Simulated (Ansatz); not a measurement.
# armchair GaN nanoribbon (N = 4, H edges): bands by functional and under strain, part 4 of 4

Wanted: the relaxed geometry and the bands of the armchair GaN nanoribbon (N = 4, H edges).

Ansatz 0.2.0; DFT PBE, plane waves, PAW; relaxation of a wire's period (the session's first sound run).

So far, band gap (eV): step 3 (the perfect wire, PBE) 3.23; step 5 (levels at the same atoms, level PBEsol, cutoff 420 eV, PBEsol PBE) 3.29; step 6 (levels at the same atoms, level r2SCAN, cutoff 500 eV, r2SCAN PBE) 3.72; step 8 (two-component spinors, PBE spin-orbit) 3.23; step 9 (strain along the wire, period over the relaxed period 0.94, k-mesh 1×1×12, PBE) 3.33.

### Step 10. Strain along the wire, period over the relaxed period 1.06, k-mesh 1×1×11 (continued)

Level of this step: DFT PBE, plane waves, PAW; relaxation at a fixed period (Ansatz).

Step by step:

```csv
step,energy less that of the first step (eV),largest force component (eV/Å)
1,0.0000,0.9436
2,-0.2127,0.4818
3,-0.2678,0.0884
4,-0.2689,0.0176
5,-0.2689,0.0176
```

The run keeps the 4 symmetry operations that it works with, so distortions that break them were not tested.

The atoms that moved most (Å):

| atom | dx | dy | dz | length |
| --- | --- | --- | --- | --- |
| H5 | -0.034 | 0.000 | 0.175 | 0.179 |
| H11 | 0.034 | 0.000 | 0.175 | 0.179 |
| H12 | -0.046 | 0.000 | -0.148 | 0.155 |
| H6 | 0.046 | 0.000 | -0.148 | 0.155 |
| N10 | -0.086 | 0.000 | -0.047 | 0.098 |
| N3 | 0.086 | 0.000 | -0.047 | 0.098 |
| Ga8 | -0.086 | 0.000 | 0.037 | 0.094 |
| Ga1 | 0.086 | 0.000 | 0.037 | 0.094 |

Final coordinates:

```xyz
12
Lattice="14.4560 0.0000 0.0000 0.0000 7.0000 0.0000 0.0000 0.0000 5.9159" Properties=species:S:1:pos:R:3
Ga    4.8746    3.5000    5.9447
Ga    7.9975    3.5000    0.0616
N     4.9869    3.5000    1.8857
N     8.0241    3.5000    1.9633
H    10.9959    3.5000    2.3287
H     4.0706    3.5000    2.3339
Ga    6.4590    3.5000    3.0195
Ga    9.5819    3.5000    2.9868
N     6.4324    3.5000    4.9212
N     9.4695    3.5000    4.8437
H     3.4606    3.5000    5.2867
H    10.3859    3.5000    5.2918
```

This step gave:

| Quantity | Value |
| --- | --- |
| band gap | 2.864 eV |

The gap is 2.86 eV, against 3.23 eV under PBE at the relaxed period.

### Step 11. A varied input: kpoints.mp_grid.grid = [1, 1, 16]

This step: DFT LDA, plane waves, PAW; bands of a perfect wire at the PBE geometry; changed: kpoints.mp_grid.grid = [1, 1, 16] (Ansatz 0.2.0).

The atoms of the band run (LDA) are kept and the input is varied, to see whether the result depends on it.

Input file input.yaml:

```yaml
crystal:
  lattice:
    - [14.456, 0.0, 0.0]
    - [0.0, 7.0, 0.0]
    - [0.0, 0.0, 5.5810176023]
  atoms:
    - { symbol: Ga, position: [0.33125062, 0.5, 0.99861571] }
    - { symbol: Ga, position: [0.554078907, 0.5, 0.006680696] }
    - { symbol: "N", position: [0.339033713, 0.5, 0.326641737] }
    - { symbol: "N", position: [0.556713221, 0.5, 0.33856896] }
    - { symbol: H, position: [0.763009636, 0.5, 0.363975805] }
    - { symbol: H, position: [0.278394018, 0.5, 0.419571145] }
    - { symbol: Ga, position: [0.445954209, 0.5, 0.506680696] }
    - { symbol: Ga, position: [0.668782497, 0.5, 0.49861571] }
    - { symbol: "N", position: [0.443319895, 0.5, 0.83856896] }
    - { symbol: "N", position: [0.660999404, 0.5, 0.826641737] }
    - { symbol: H, position: [0.237023481, 0.5, 0.863975805] }
    - { symbol: H, position: [0.721639099, 0.5, 0.919571145] }
kpoints:
  mp_grid: { grid: [1, 1, 16] }
  band_path: { path: ["Γ", Z], npoints: 50 }
scf:
  occupations: { method: fermi_dirac, width: 0.05 }
hamiltonian:
  xc: lda
```

The run is started by

```bash
$ ansatz run input.yaml --threads 8 --pin off --max-ram 16384MiB --backend cpu --events-out ev --progress --plain --runs-dir out
```

Numbers of over 12 decimals in the logs are rounded to 6 here.

The log of the run:

```text
[...]
Crystal: 12 atoms, lattice volume = 564.754 Å³
Basis set: ecut = 420 eV, 11029 PW (Γ)
Bands: 50, of which v1, the nominal top of the filled ones, is band 38 counted from 1 (37 counted from 0)
Symmetry: 4 space group operations
[...]
k-points: 9 of 16 (time reversal used)
[...]
SCF iter   1: F=—  HF=-16386.125500 eV  |F-HF|=—  |Δ(HF+E_count)|=         —  Δρ=6.46e-3  dr2=2.43e-1  ethr=1.77e-3  ⟨swp⟩=7.7  Hψ=2120  notcnv=0  defer=4
[...]
SCF iter   8: F=-16386.066337 eV  HF=-16386.066337 eV  |F-HF|=5.76e-8  |Δ(HF+E_count)|=   1.14e-7  Δρ=3.07e-6  dr2=5.06e-8  ethr=1.32e-10  ⟨swp⟩=12.9  Hψ=1941  notcnv=0
SCF 1 converged in 8 iterations: F = -16386.066337 eV  dr2 = 5.06e-8
[...]
SCF converged after 8 iterations
Free energy (F): -16386.066337 eV
[...]
Internal energy: -16386.066337 eV  (E = F + TS)
E sigma→0 (E₀):  -16386.066337 eV
Fermi energy:    -1.520687 eV
[...]
--- Band table (eV; the first three rows and the last of 9) ---
  k-point 0: bands = [... 34 lower, -4.0937, -4.0810, -3.2347, -3.1747, 0.1076, 1.1905, 1.4087, 1.7822, ... 8 higher]
  k-point 1: bands = [... 34 lower, -4.1085, -4.1009, -3.2629, -3.1832, 0.1245, 1.1854, 1.4191, 1.7848, ... 8 higher]
  k-point 2: bands = [... 34 lower, -4.1514, -4.1171, -3.3444, -3.2086, 0.1771, 1.1724, 1.4446, 1.7236, ... 8 higher]
  k-point 8: bands = [... 34 lower, -4.4099, -4.4099, -3.6524, -3.6524, 1.2020, 1.2020, 1.2661, 1.2661, ... 8 higher]
```

Wall time 7.5 s (8 threads of Intel Xeon Platinum 8488C (Sapphire Rapids), shared host); peak memory 2 GiB.

Numbers from this step:

| Quantity | Value |
| --- | --- |
| band gap | 3.282 eV |

It took 7.5 s against 6.4 s for the run it varies.

The band gap stays within 0.2 % plus 0.001 of the run it varies.

Against step 4 (now k-mesh 1×1×16), the band gap stays at 3.28 eV and the free energy stays within 0.05 meV an atom. The band gap moves by under 1 % between these two settings.

### Step 12. A repeat with changed settings

This step: DFT LDA, plane waves, PAW; bands of a perfect wire at the PBE geometry; changed: scf.occupations.method = "cold", scf.occupations.width = 0.025, crystal.symmetry = {"detect": false} (Ansatz 0.2.0).

The atoms of the band run (LDA) are kept and the input is varied, to see whether the result depends on it.

Edit input.yaml of step 11 so:

```diff
@@ -18,7 +18,8 @@
     - { symbol: H, position: [0.721639099, 0.5, 0.919571145] }
+  symmetry: { detect: false }
 kpoints:
-  mp_grid: { grid: [1, 1, 16] }
+  mp_grid: { grid: [1, 1, 11] }
   band_path: { path: ["Γ", Z], npoints: 50 }
 scf:
-  occupations: { method: fermi_dirac, width: 0.05 }
+  occupations: { method: cold, width: 0.025 }
 hamiltonian:
```

The log of the run:

```text
[...]
Crystal: 12 atoms, lattice volume = 564.754 Å³
Basis set: ecut = 420 eV, 11029 PW (Γ)
Bands: 50, of which v1, the nominal top of the filled ones, is band 38 counted from 1 (37 counted from 0)
Symmetry: 1 space group operations
k-points: 6 of 11 (time reversal used)
[...]
--- Band table (eV; the first three rows and the last of 6) ---
  k-point 0: bands = [... 34 lower, -4.0937, -4.0811, -3.2347, -3.1747, 0.1076, 1.1905, 1.4087, 1.7822, ... 8 higher]
  k-point 1: bands = [... 34 lower, -4.1247, -4.1235, -3.2938, -3.1927, 0.1437, 1.1802, 1.4296, 1.7617, ... 8 higher]
  k-point 2: bands = [... 34 lower, -4.2117, -4.0773, -3.4578, -3.2461, 0.2596, 1.1589, 1.4679, 1.6389, ... 8 higher]
  k-point 5: bands = [... 34 lower, -4.5429, -4.2714, -3.7224, -3.5820, 1.0650, 1.2249, 1.2884, 1.3126, ... 8 higher]
[key lines of the parts left out:]
SCF converged after 8 iterations
Free energy (F): -16386.066231 eV
Fermi energy:    -1.515906 eV
```

Elapsed: 6.5 s, on 8 threads; peak memory 2 GiB; 50 s of CPU time.

It took 6.5 s against 6.4 s for the run it varies.

The band gap stays within 0.2 % plus 0.001 of the run it varies.

Against step 4, the free energy stays within 0.05 meV an atom.

### Step 13. What came out

```
cell length, PBE              : 5.581 Å
conductance, PBE              : 1.6e-27 G₀
gap, PBE                      : 3.23 eV
gap, LDA                      : 3.28 eV
gap, PBEsol                   : 3.29 eV
gap, r2SCAN                   : 3.72 eV
gap, with spin-orbit coupling : 3.23 eV
gap, period scaled by 0.94    : 3.33 eV
gap, period scaled by 1.06    : 2.86 eV
```

**Reading.** Under PBE the cell's length is 5.58 Å, and a gap of 3.23 eV makes it a semiconductor. At the relaxed period the wire is gapped under every functional, from 3.23 eV (PBE) to 3.72 eV (r2SCAN). Weak screening in one dimension makes quasiparticle gaps larger than the semilocal gaps, as a rule. Strain matters: under PBE the gap goes from 3.23 eV to 3.33 eV at 0.94 times the period and 2.86 eV at 1.06 times the period. Transport is coherent and elastic here: the atoms are frozen, so scattering by vibrations plays no part.

[Logs are printed without paths, hosts, clocks, repeated set-up lines and the standing remarks that a program may print on its own settings, such as how far it seeks lower states.]

[Hosts, paths, dates, database ids (printed as entryN), source tags and the programs' standing remarks are cut or masked in the printed files.]
